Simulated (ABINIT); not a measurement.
# Beyond one shot: CsCaH3 (Pm-3m), part 2 of 2

Wanted: G0W0 and self-consistent gaps of CsCaH3 (Pm-3m), with the cost of the cycles.

ABINIT 10.8.3; LDA and many-body steps on it, plane waves. Known limits of the many-body steps: not at the basis limit; no spin-orbit coupling; coarse k mesh.

So far. Step 10 (evGW, cycle 1): Against G0W0 in ABINIT (2×2×2 mesh, 76 bands, screening to 106.1 eV, Godby-Needs plasmon pole), the gap moves by +0.987 eV. Step 13 (evGW, cycle 2): Against the cycle before, the gap moves by +0.080 eV.

### Step 16. evGW, cycle 3

This step: evGW on LDA, plane waves, norm-conserving pseudopotentials.

The input, run.abi:

```
acell 3*1.0 Angstrom
rprim 
  4.621186000000 0.000000000000 0.000000000000
  0.000000000000 4.621186000000 0.000000000000
  0.000000000000 0.000000000000 4.621186000000
ntypat 3
znucl 55 20 1
natom 5
typat 1 2 3 3 3
xred 
  0.000000000000 0.000000000000 0.000000000000
  0.500000000000 0.500000000000 0.500000000000
  0.500000000000 0.000000000000 0.500000000000
  0.000000000000 0.500000000000 0.500000000000
  0.500000000000 0.500000000000 0.000000000000
pp_dirpath "pseudos"
pseudos "Cs.upf, Ca.upf, H.upf"
ecut 31
ngkpt 2 2 2
nshiftk 1
shiftk 0 0 0
kptopt 1
chksymbreak 0
istwfk *1
occopt 1
irdwfk 1
optdriver 4
nband 76
gwcalctyp 10
ecutsigx 31
symsigma 1
nkptgw 4
kptgw 
  0.0000000000 0.0000000000 0.0000000000
  0.5000000000 0.0000000000 0.0000000000
  0.5000000000 0.5000000000 0.0000000000
  0.5000000000 0.5000000000 0.5000000000
bdgw 
  6 23
  6 23
  6 23
  6 23
ecuteps 3.9
irdscr 1
ppmodel 1
irdqps 1
indata_prefix "in"
outdata_prefix "out"
tmpdata_prefix "tmp"
```

Run with:

```
$ OMP_NUM_THREADS=1 mpirun -n 4 abinit run.abi > log
```

Wall time 22 s (4 MPI ranks of Arm Neoverse V2, shared host); peak memory 1.1 GiB; 89 s of CPU time.

This step gave:

```
quasiparticle gap on the mesh                         : 6.161 eV
gap of the density functional on the mesh             : 2.810 eV
k of the valence top                                  : 0.5, 0.5, 0
k of the conduction bottom                            : 0.5, 0.5, 0
least direct quasiparticle gap on the computed points : 6.161 eV
```

Against the cycle before, the gap moves by +0.010 eV.

### Step 17. Screening, 2×2×2 mesh, 76 bands, screening to 106.1 eV

This step: RPA screening on LDA, plane waves, norm-conserving pseudopotentials.

run.abi: that of step 16 with these lines changed.

```diff
@@ -26,22 +26,13 @@
 irdwfk 1
-optdriver 4
+optdriver 3
 nband 76
+ecuteps 3.9
+inclvkb 2
+awtr 1
+symchi 1
 gwcalctyp 10
-ecutsigx 31
-symsigma 1
-nkptgw 4
-kptgw 
-  0.0000000000 0.0000000000 0.0000000000
-  0.5000000000 0.0000000000 0.0000000000
-  0.5000000000 0.5000000000 0.0000000000
-  0.5000000000 0.5000000000 0.5000000000
-bdgw 
-  6 23
-  6 23
-  6 23
-  6 23
-ecuteps 3.9
-irdscr 1
-ppmodel 1
-irdqps 1
+mbpt_sciss 3.412 eV
+nqptdm 1
+qptdm 
+  0 0 0
 indata_prefix "in"
```

It took 5 s on 4 MPI ranks; peak memory 0.61 GiB; 20 s of CPU time.

This step gave:

```
ε∞ with local fields, on this mesh, along the program's q direction : 3.084
the same without local fields                                       : 3.374
plasma frequency                                                    : 17.53 eV
plane waves in the screening matrix                                 : 251
```

This screening uses the functional's bands under a rigid shift, the mean opening of the cycle before.

### Step 18. Screening, 2×2×2 mesh, 76 bands, screening to 106.1 eV

This step: RPA screening on LDA from quasiparticle energies, plane waves, norm-conserving pseudopotentials.

run.abi: that of step 17 with these lines changed.

```diff
@@ -32,7 +32,9 @@
 symchi 1
+irdqps 1
 gwcalctyp 10
-mbpt_sciss 3.412 eV
-nqptdm 1
+nqptdm 3
 qptdm 
-  0 0 0
+  0.5000000000 0.0000000000 0.0000000000
+  0.5000000000 0.5000000000 0.0000000000
+  0.5000000000 0.5000000000 0.5000000000
 indata_prefix "in"
```

The input, mrgscr.stdin:

```
2
merged
q0_SCR
out_SCR
1
```

Run with:

```
$ OMP_NUM_THREADS=1 mpirun -n 4 abinit run.abi > log; mrgscr < mrgscr.stdin
```

It took 3.7 s on 4 MPI ranks; peak memory 0.54 GiB.

This step gave:

```yaml
plasma_frequency: 17.53 eV
plane_waves_in_the_screening_matrix: 251
```

This screening reads the quasiparticle levels of the cycle before.

### Step 19. evGW, cycle 4

This step: evGW on LDA, plane waves, norm-conserving pseudopotentials.

run.abi: that of step 18 with these lines changed.

```diff
@@ -26,12 +26,10 @@
 irdwfk 1
-optdriver 3
+optdriver 4
 nband 76
-ecuteps 3.9
-inclvkb 2
-awtr 1
-symchi 1
-irdqps 1
 gwcalctyp 10
-nqptdm 3
-qptdm 
+ecutsigx 31
+symsigma 1
+nkptgw 4
+kptgw 
+  0.0000000000 0.0000000000 0.0000000000
   0.5000000000 0.0000000000 0.0000000000
@@ -39,2 +37,11 @@
   0.5000000000 0.5000000000 0.5000000000
+bdgw 
+  6 23
+  6 23
+  6 23
+  6 23
+ecuteps 3.9
+irdscr 1
+ppmodel 1
+irdqps 1
 indata_prefix "in"
```

Run with:

```
$ OMP_NUM_THREADS=1 mpirun -n 4 abinit run.abi > log
```

Wall time 22 s (4 MPI ranks); peak memory 1.1 GiB.

This step gave:

| Property | Result |
| --- | --- |
| quasiparticle gap on the mesh | 6.163 eV |
| gap of the density functional on the mesh | 2.810 eV |
| k of the valence top | 0.5, 0.5, 0 |
| k of the conduction bottom | 0.5, 0.5, 0 |
| least direct quasiparticle gap on the computed points | 6.163 eV |

Against the cycle before, the gap moves by +0.002 eV.

### Step 20. Side by side

Times are wall times on 4 MPI ranks of Arm Neoverse V2, shared host, good to a factor of about two. A run's time includes the screening step that it read.

```csv
run,mesh,bands,screening cutoff (eV),DFT gap (eV),gap on the mesh (eV),direct (eV),ε∞ used,time
G0W0,2×2×2,76,106.1,2.810,5.084,5.084,4.34,11 s
"evGW0, cycle 1",2×2×2,76,106.1,2.810,5.641,5.641,4.34,29 s
"evGW0, cycle 2",2×2×2,76,106.1,2.810,5.484,5.484,4.34,29 s
"evGW0, cycle 3",2×2×2,76,106.1,2.810,5.490,5.490,4.34,28 s
"evGW, cycle 1",2×2×2,76,106.1,2.810,6.071,6.071,3.24,31 s
"evGW, cycle 2",2×2×2,76,106.1,2.810,6.151,6.151,3.10,31 s
"evGW, cycle 3",2×2×2,76,106.1,2.810,6.161,6.161,3.09,31 s
"evGW, cycle 4",2×2×2,76,106.1,2.810,6.163,6.163,3.08,31 s
```

### Step 21. Outcome

```json
{
  "G0W0": "5.084 eV",
  "evGW0, cycle 1": "5.641 eV",
  "evGW0, cycle 2": "5.484 eV",
  "evGW0, cycle 3": "5.490 eV",
  "evGW, cycle 1": "6.071 eV",
  "evGW, cycle 2": "6.151 eV",
  "evGW, cycle 3": "6.161 eV",
  "evGW, cycle 4": "6.163 eV",
  "known limits": "not at the basis limit; no spin-orbit coupling; coarse k mesh"
}
```

In words: Only the bands that the input lists are updated; the others, empty or deep, keep the functional's energies or take a rigid shift. The evGW loop starts from the last levels of evGW0, so its cycles and time come on top of those. evGW0 ends at 5.49 eV, +0.41 eV from G0W0, after 3 cycles that took 69 s beside the first screening; the last moved the gap by 0.006 eV. evGW ends at 6.16 eV, +1.08 eV from G0W0, after 4 cycles that took 2.1 min beside the first screening; the last moved the gap by 0.002 eV. The first cycle of evGW0 takes the full correction, without the factor Z, so it overshoots the one-shot value. Bands and cutoff are finite, so the gap is not at the basis limit. The miss can reach some tenths of an eV and take either sign; the mesh is an error of its own. The 2×2×2 mesh is coarse for this cell, which bears on the long-range parts of exchange and screening. This is the ideal cubic cell; many perovskites, halides above all, are cubic only on average, and local tilts or off-centring can widen the gap. In the updated screening the q = 0 part is built from Kohn-Sham bands under a rigid shift, the other q from the quasiparticle levels. The many-body steps are scalar-relativistic: spin-orbit coupling is not in them.

[Paths, hosts, dates, memory and timing lines, banners, echoed tables and standing remarks are left out of the program output.]

[Logs are printed without paths, hosts, clocks, repeated set-up lines and the standing remarks that a program may print on its own settings, such as how far it seeks lower states.]

[Runs of the session that timed out or met a known fault of the program may be left out.]

[Hosts, paths, dates, database ids (printed as entryN), source tags and the programs' standing remarks are cut or masked in the printed files.]

[G0W0 gaps are taken among the corrected bands and points alone; a level outside them can change the order at an edge.]

[Where Ansatz stands beside ABINIT at settings called matched, ABINIT's density can come from a denser mesh and the files from another edition; pairs whose starting gaps differed by over 0.03 eV were left out, so agreement reads better than it is.]
